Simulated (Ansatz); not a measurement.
Consider TlCoBr3 (cubic perovskite) (Pm-3m).

The structure was built from a prototype and need not be the compound's stable phase.

```yaml
crystal:
  lattice:
    - [0.00000, -4.90277, 0.00000]
    - [0.00000, 0.00000, 4.90277]
    - [-4.90277, 0.00000, 0.00000]
  atoms:
    - { symbol: Tl, position: [0.00000, 0.00000, 0.00000] }
    - { symbol: Co, position: [0.50000, 0.50000, 0.50000] }
    - { symbol: Br, position: [0.50000, 0.50000, 0.00000] }
    - { symbol: Br, position: [0.50000, 0.00000, 0.50000] }
    - { symbol: Br, position: [0.00000, 0.50000, 0.50000] }
```

The structure was relaxed with PBEsol. The structure type comes from a generator and need not be one that this composition takes. The structure was generated from a model, not taken from a measurement. The runs that relaxed it are not among those shown. The program's search for lower electronic states was switched off, so nothing shows that the state found is the lowest. Spin-orbit coupling is left out unless a run names it. PAW set soft_2, made with PBE.

A constrained-RPA run (Ansatz 0.2.0; non-magnetic PBEsol; Co d, bands v4 to c1, 4×4×4 mesh, medium accuracy) builds 5 functions on bands 3.1 eV wide, with 7.0 electrons in the window. The bare on-site interaction is 17.6 eV and the bare J 0.57 eV.

Q: Estimate U, U′ and J.

On the Co d shell, U = 3.21 eV (18 % of the bare value), U′ = 2.32 eV, J = 0.44 eV.

The parent state is non-magnetic and the interaction static (zero frequency); U depends on the window and the orbitals, so it belongs to this model alone. Spin-orbit coupling, which is strong for atoms this heavy, is left out.

[Paths, hosts, dates, memory and timing lines, banners, echoed tables and standing remarks are left out of the program output.]

[Logs are printed without paths, hosts, clocks, repeated set-up lines and the standing remarks that a program may print on its own settings, such as how far it seeks lower states.]

[Runs of the session that timed out or met a known fault of the program may be left out.]

[Hosts, paths, dates, database ids (printed as entryN), source tags and the programs' standing remarks are cut or masked in the printed files.]
